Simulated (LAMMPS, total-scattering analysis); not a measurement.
## 80SiO2-20Li2O (mol %): O around Li against pressure

Simulated by classical molecular dynamics (LAMMPS) with the Morse and Coulomb pair potential with partial charges (Pedone, Malavasi, Menziani, Cormack and Segre, J. Phys. Chem. B 110, 11780 (2006)); about 600 atoms, sampled at 300 K, each rigid on the time of the run, cooled at 200 K/ps. The potential has fixed partial charges and no three-body term, so angles and changes of cation coordination with composition are its weak points, and some glasses come out too dense.

| pressure (GPa) | O around Li |
| --- | --- |
| 0 | 3.56 |
| 5 | ? |
| 15 | 5.58 |
| 25 | 6.24 |

**Task.** Fit a straight line to the known rows, say what its slope means, and predict the withheld row.

The means are x̄ = 13.333 and ȳ = 5.127. Σ(x − x̄)(y − ȳ) = 34.633 and Σ(x − x̄)² = 316.67, so the slope is 0.1094 and the intercept 3.668. The residuals are -0.11, +0.27, -0.16.

The fitted line rises by 2.73 over the range; the table's ends differ by 2.68.

At 5 GPa the line gives 4.22; the run gave 4.53, a miss of -0.31, 12 % of the range covered. With all rows in view, the slope between neighbours runs 0.194, 0.105, 0.066: it shrinks steadily, so the relation is curved and a line is only a first account.
